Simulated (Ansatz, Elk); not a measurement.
# How far do independent atoms describe LiMnNi?

The structure of LiMnNi used here is made up (a known structure type with other elements) and was relaxed beforehand with PBE. The aim is the Fourier transform of its all-electron density, F(hkl), set beside the sum over free spherical atoms that refinements use.

Calculated with Elk 11.2.3 (patched build); DFT, PBE, all-electron APW+lo, Dirac cores, scalar-relativistic bands, static density, ferromagnetic start.

This account leaves out most program logs.

The structure was built from a prototype and need not be the compound's stable phase.

## Step 1: Starting point

It takes space group P-6m2 (No. 187, hexagonal). Conventional cell: a = 4.094 Å, b = 4.094 Å, c = 2.583 Å, α = 90.00°, β = 90.00°, γ = 120.00°. Nearest to Ni lie 3 Li at 2.36 Å and 2 Ni at 2.58 Å and 6 Mn at 2.69 Å. Nearest to Mn lie 2 Mn at 2.58 Å and 6 Li at 2.69 Å and 6 Ni at 2.69 Å. Nearest to Li lie 3 Ni at 2.36 Å and 2 Li at 2.58 Å and 6 Mn at 2.69 Å. Farther neighbours are not listed.

Coordinates:

```cif
data_structure
_symmetry_space_group_name_H-M 'P-6m2'
_symmetry_Int_Tables_number 187
_cell_length_a 4.0936
_cell_length_b 4.0936
_cell_length_c 2.5829
_cell_angle_alpha 90.000
_cell_angle_beta 90.000
_cell_angle_gamma 120.000
_cell_volume 37.49
loop_
_atom_site_label
_atom_site_type_symbol
_atom_site_symmetry_multiplicity
_atom_site_Wyckoff_symbol
_atom_site_fract_x
_atom_site_fract_y
_atom_site_fract_z
_atom_site_occupancy
Ni1 Ni 1 e 0.66667 0.33333 0.00000 1
Mn1 Mn 1 d 0.33333 0.66667 0.50000 1
Li1 Li 1 a 0.00000 0.00000 0.00000 1
```

## Step 2: Ground state and structure factors

An all-electron density is needed, since X-rays see the cores too. Task 0 finds the density and task 195 Fourier-transforms it; tshift is off so that phases refer to the origin typed.

File elk.in:

```
tasks
  0
  195
  196

xctype
  20

spinpol
  .true.

rgkmax
  7.0

gmaxvr
  14.0

lmaxo
  7

lmaxapw
  8

swidth
  0.002

tshift
  .false.

ramdisk
  .false.

hmaxvr
  5.5

maxscl
  120

epspot
  1e-06

reducebf
  0.8

sppath
  './'

avec
  7.73584804478 0.00000000000 0.00000000000
  -3.86792402239 6.69944092660 0.00000000000
  0.00000000000 0.00000000000 4.88105687407

atoms
  3
  'Ni.in'
  1
  0.6666666667 0.3333333333 0.0000000000   0.000000 0.000000 -0.030000
  'Mn.in'
  1
  0.3333333333 0.6666666667 0.5000000000   0.000000 0.000000 -0.175000
  'Li.in'
  1
  0.0000000000 -0.0000000000 0.0000000000   0.000000 0.000000 0.000000

ngridk
  6 6 7
```

On the command line:

```console
OMP_NUM_THREADS=4 elk
```

Wall time 2 min (4 threads of Arm Neoverse V2, shared host); peak memory 0.26 GiB; 7.4 min of CPU time.

SFACRHO.OUT:

```text

h k l indices transformed by vhmat matrix:
   1.000000000       0.000000000       0.000000000    
   0.000000000       1.000000000       0.000000000    
   0.000000000       0.000000000       1.000000000    

      h      k      l  multipl.   |H|            Re(F)            Im(F)           |F|

      0      0      0      1   0.0000000       56.000000     -0.18833225E-16   56.000000    
     -1      1      0      3  0.93786711      -20.828970      -2.8651373       21.025104    
      1     -1      0      3  0.93786711      -20.828970       2.8651373       21.025104    
      0      0      1      2   1.2872592       5.0757795      0.23116474E-14   5.0757795    
      0     -1      1      6   1.5926804      0.93472566E-01  -33.135695       33.135827    
     -1      0      1      6   1.5926804      0.93472566E-01   33.135695       33.135827    
      2     -1      0      6   1.6244335       39.540880      0.18909410E-08   39.540880    
      0     -2      0      3   1.8757342      -16.168467       2.4942239       16.359721    
      2     -2      0      3   1.8757342      -16.168467      -2.4942239       16.359721    
     -1      2      1     12   2.0726361       4.2774926     -0.21219215E-07   4.2774926    
      0      2      1      6   2.2749539      0.49453756E-01  -27.562313       27.562358    
     -2      2      1      6   2.2749539      0.49453759E-01   27.562313       27.562358    
      3     -1      0      6   2.4813631      -13.692429      -2.2408863       13.874587    
      2     -3      0      6   2.4813631      -13.692429       2.2408863       13.874587    
      0      0      2      2   2.5745184       30.556682     -0.32385663E-14   30.556682    
      1      0      2      6   2.7400255      -12.740904      -2.1401402       12.919398    
     -1      0     -2      6   2.7400255      -12.740904       2.1401402       12.919398    
     -1      3      1     12   2.7953889      0.31072253E-03   23.818376       23.818376
```

Elk indexes on the primitive cell of elk.in and gives |H| = 4π sin θ/λ in inverse bohr. Below, one row stands for each form hkl of the conventional cell (m members, Friedel mates merged), F is for one primitive cell and the density is static (no thermal factor). Free-atom factors are Waasmaier and Kirfel's, and R is Σm||F|−|F'||/Σm|F|.

```
hkl   m  sin θ/λ (Å⁻¹)  abs F, DFT  neutral atoms   diff.  abs of complex diff.
100   6          0.141      21.025         20.933  +0.092                 0.116
001   2          0.194       5.076          4.903  +0.173                 0.173
101  12          0.239      33.136         33.316  -0.180                 0.182
110   6          0.244      39.541         39.788  -0.247                 0.247
200   6          0.282      16.360         16.472  -0.112                 0.121
111  12          0.312       4.277          4.346  -0.068                 0.068
201  12          0.342      27.562         27.623  -0.061                 0.063
210  12          0.373      13.875         13.896  -0.022                 0.050
002   2          0.387      30.557         30.603  -0.046                 0.046
102  12          0.412      12.919         12.921  -0.002                 0.016
211  24          0.420      23.818         23.842  -0.024                 0.025
300   6          0.423      28.545         28.604  -0.060                 0.060
112  12          0.458      26.814         26.820  -0.005                 0.005
301  12          0.465       3.336          3.382  -0.046                 0.046
202  12          0.479      11.451         11.438  +0.013                 0.029
220   6          0.489      25.321         25.355  -0.034                 0.034
310  12          0.508      10.861         10.863  -0.002                 0.027
221  12          0.525       2.945          2.985  -0.040                 0.040
```

## Step 3: The magnetisation density

The same run holds the spin density, and task 196 transforms it. The order is that of the start, and no other was tried.

SFACMAG_1.OUT:

```text

h k l indices transformed by vhmat matrix:
   1.000000000       0.000000000       0.000000000    
   0.000000000       1.000000000       0.000000000    
   0.000000000       0.000000000       1.000000000    

      h      k      l  multipl.   |H|            Re(F)            Im(F)           |F|

      0      0      0      1   0.0000000       3.9956074     -0.10987700E-16   3.9956074    
     -1      1      0      3  0.93786711      -1.6458780       2.1481317       2.7061751    
      1     -1      0      3  0.93786711      -1.6458780      -2.1481317       2.7061751    
      0      0      1      2   1.2872592      -1.9943594      0.29348855E-15   1.9943594    
      0     -1      1      6   1.5926804      0.77700028      -2.0632625       2.2047180    
     -1      0      1      6   1.5926804      0.77700028       2.0632625       2.2047180    
      2     -1      0      6   1.6244335       2.2468318     -0.94814968E-09   2.2468318    
      0     -2      0      3   1.8757342     -0.97894671      -1.0226707       1.4156949    
      2     -2      0      3   1.8757342     -0.97894670       1.0226707       1.4156949    
     -1      2      1     12   2.0726361      -1.0272219     -0.10569322E-08   1.0272219    
      0      2      1      6   2.2749539      0.42899197      -1.2007398       1.2750727    
     -2      2      1      6   2.2749539      0.42899197       1.2007398       1.2750727    
      3     -1      0      6   2.4813631     -0.56908479      0.61126115      0.83516327    
      2     -3      0      6   2.4813631     -0.56908479     -0.61126115      0.83516327    
      0      0      2      2   2.5745184       1.1764582     -0.23709522E-15   1.1764582    
      1      0      2      6   2.7400255     -0.50913363      0.50608197      0.71786908
```

The total moment is 4.00 μB a cell; sphere moments: Ni1 +0.45, Mn2 +3.51, Li3 -0.01 μB. Polarised neutrons measure spin and orbital magnetisation together; without spin-orbit coupling the run gives the spin part:

```
hkl  sin θ/λ (Å⁻¹)  abs F_M (μB)
100          0.141         2.706
001          0.194         1.994
101          0.239         2.205
110          0.244         2.247
200          0.282         1.416
111          0.312         1.027
201          0.342         1.275
210          0.373         0.835
002          0.387         1.177
102          0.412         0.718
211          0.420         0.826
300          0.423         0.869
112          0.458         0.764
301          0.465         0.390
```

## Step 4: The highest occupied states alone

An energy window below the Fermi level keeps the highest occupied states, to see at which angles they scatter; shallow core shells can lie inside it and anion s states outside. No new self-consistency is needed.

elk.in: that of step 2 with these lines changed.

```diff
@@ -1,5 +1,3 @@
 tasks
-  0
   195
-  196
 
@@ -44,2 +42,5 @@
 
+wsfac
+  -0.167010 0.500480
+
 sppath
```

On the command line:

```console
OMP_NUM_THREADS=4 elk
```

It took 3.7 s on 4 threads; peak memory 0.16 GiB.

States within 10 eV below the Fermi level hold 18.00 electrons; any levels below the window count with the cores. Their amplitudes can exceed the total, where window and core parts have opposite phase:

```
hkl  sin θ/λ (Å⁻¹)  abs F, window  abs F, all
100          0.141          6.262      21.025
001          0.194          2.847       5.076
101          0.239          6.518      33.136
110          0.244          7.194      39.541
200          0.282          3.567      16.360
111          0.312          1.935       4.277
201          0.342          4.254      27.562
210          0.373          2.485      13.875
002          0.387          3.932      30.557
102          0.412          2.113      12.919
```

## Step 5: Another functional

The difference from free atoms is small, so it is set against the change that LDA (Perdew-Wang) makes.

elk.in: that of step 4 with these lines changed.

```diff
@@ -1,6 +1,8 @@
 tasks
+  0
   195
+  196
 
 xctype
-  20
+  3
 
@@ -42,5 +44,2 @@
 
-wsfac
-  -0.167010 0.500480
-
 sppath
```

On the command line:

```console
OMP_NUM_THREADS=4 elk
```

Elapsed: 51 s, on 4 threads; peak memory 0.16 GiB.

Against the first run R = 0.09 %; the largest change is -0.042 at 002. The moment goes from 4.00 to 3.88 μB.

## Step 6: A coarser k-mesh

About half the k-points along each axis test the sampling.

elk.in: that of step 5 with these lines changed.

```diff
@@ -6,3 +6,3 @@
 xctype
-  3
+  20
 
@@ -65,2 +65,2 @@
 ngridk
-  6 6 7
+  3 3 4
```

On the command line:

```console
OMP_NUM_THREADS=4 elk
```

Elapsed: 55 s, on 4 threads; peak memory 0.22 GiB; 3.2 min of CPU time.

Against the first run R = 0.03 %; the largest change is -0.025 at 004. The moment goes from 4.00 to 4.00 μB.

## Step 7: Basis size

The basis and the expansions that go with it are enlarged, to see whether the differences are converged.

elk.in: that of step 6 with these lines changed.

```diff
@@ -12,12 +12,12 @@
 rgkmax
-  7.0
+  8.5
 
 gmaxvr
-  14.0
+  18.0
 
 lmaxo
-  7
+  9
 
 lmaxapw
-  8
+  10
 
@@ -65,2 +65,2 @@
 ngridk
-  3 3 4
+  6 6 7
```

On the command line:

```console
OMP_NUM_THREADS=4 elk
```

It took 4 min on 4 threads; peak memory 0.38 GiB.

Against the first run R = 0.01 %; the largest change is +0.003 at 110. The moment goes from 4.00 to 3.99 μB.

## Step 8: Settings against the effect

```
                              run  R against the first run (%)  R against neutral atoms, low angle (%)  wall time
                    PBE, rgkmax 7                         0.00                                    0.60      2 min
                LDA (Perdew-Wang)                         0.09                                    0.63       51 s
                     k-mesh 3×3×4                         0.03                                    0.59       55 s
rgkmax 8.5 with larger expansions                         0.01                                    0.60      4 min
```

## Step 9: Outcome

- R against neutral atoms, sin θ/λ < 0.3 Å⁻¹: 0.60 %
- R against neutral atoms, 0.3 to 0.82 Å⁻¹: 0.22 %

**Reading.** Independent neutral atoms miss the calculated amplitudes by R = 0.60 % below 0.3 Å⁻¹ and 0.22 % from there to 0.82 Å⁻¹; by shells, 0.44 % below 0.15 Å⁻¹ (1 form), 0.63 % 0.15 to 0.3 (4 forms), 0.19 % 0.3 to 0.45 (7 forms), 0.22 % above 0.45 (42 forms). Bonding, aspherical density and the tables' own atoms all enter these figures, and the runs don't part them. The largest change of an amplitude is -0.25 electrons, at 110. The magnetic order is that of the start. No other order was tried here, and an antiferromagnetic one would change or move the magnetic intensity. The window's part falls from 18.0 electrons at the origin to at most 2.80 between 0.45 and 0.82 Å⁻¹, where compact states inside the window still scatter. Below 0.3 Å⁻¹ the changes that finished (LDA (Perdew-Wang), k-mesh 3×3×4 and rgkmax 8.5 with larger expansions) move F by R = 0.03 % at most, against the 0.60 % that separates it from free atoms. The magnetic factors move by R = 4.4 % (LDA (Perdew-Wang)), 1.8 % (k-mesh 3×3×4) and 0.1 % (rgkmax 8.5 with larger expansions), so they aren't settled to better than that. Part of the difference isn't bonding: the tables are fits to free atoms and ions calculated by other methods than this functional. Thermal motion, anomalous dispersion and extinction are left out.

[Logs are printed without paths, hosts, clocks, repeated set-up lines and the standing remarks that a program may print on its own settings, such as how far it seeks lower states.]

[Hosts, paths, dates, database ids (printed as entryN), source tags and the programs' standing remarks are cut or masked in the printed files.]
